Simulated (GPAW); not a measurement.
Records of electronic-structure calculations.

```
A GW chain in GPAW: GaGeTe (R-3m)
1.0
     2.03608    1.17553   12.00491
    -2.03608    1.17553   12.00491
     0.00000   -2.35107   12.00491
Ga Ge Te
2 2 2
Direct
  0.25459 0.25459 0.25459
  0.74541 0.74541 0.74541
  0.32224 0.32224 0.32224
  0.67776 0.67776 0.67776
  0.11363 0.11363 0.11363
  0.88637 0.88637 0.88637
# method: DFT, LDA, plane waves, PAW (and 1 further level or step)
# program: GPAW 26.7.0
# settings of one run: cutoff 450 eV, GPAW PAW setups 1.2.1 data release, 4×4×4 k-mesh, nbands 802
# cost: 4 runs, 22 min in all on 4 MPI ranks of Arm Neoverse V1, shared host (the runs of this entry)
# notes: The cell and positions are those that the Materials Project relaxed with its own functionals (PBE, PBE+U or r2SCAN), kept fixed. Limits: no spin-orbit coupling. Bands and cutoff are finite, so the gap is not at the basis limit. The miss can reach some tenths of an eV and take either sign; the mesh is an error of its own.
# LDA gap: 0.14 eV, direct
# G0W0 gap on the mesh: 0.91 eV
# GW settings: 4×4×4 mesh, 130 bands, screening to 48 eV, Godby-Needs plasmon pole
# known limits: not at the basis limit; no spin-orbit coupling
```

[Paths, hosts, dates, memory and timing lines, banners, echoed tables and standing remarks are left out of the program output.]

[Logs are printed without paths, hosts, clocks, repeated set-up lines and the standing remarks that a program may print on its own settings, such as how far it seeks lower states.]

[Runs of the session that timed out or met a known fault of the program may be left out.]

[Hosts, paths, dates, database ids (printed as entryN), source tags and the programs' standing remarks are cut or masked in the printed files.]
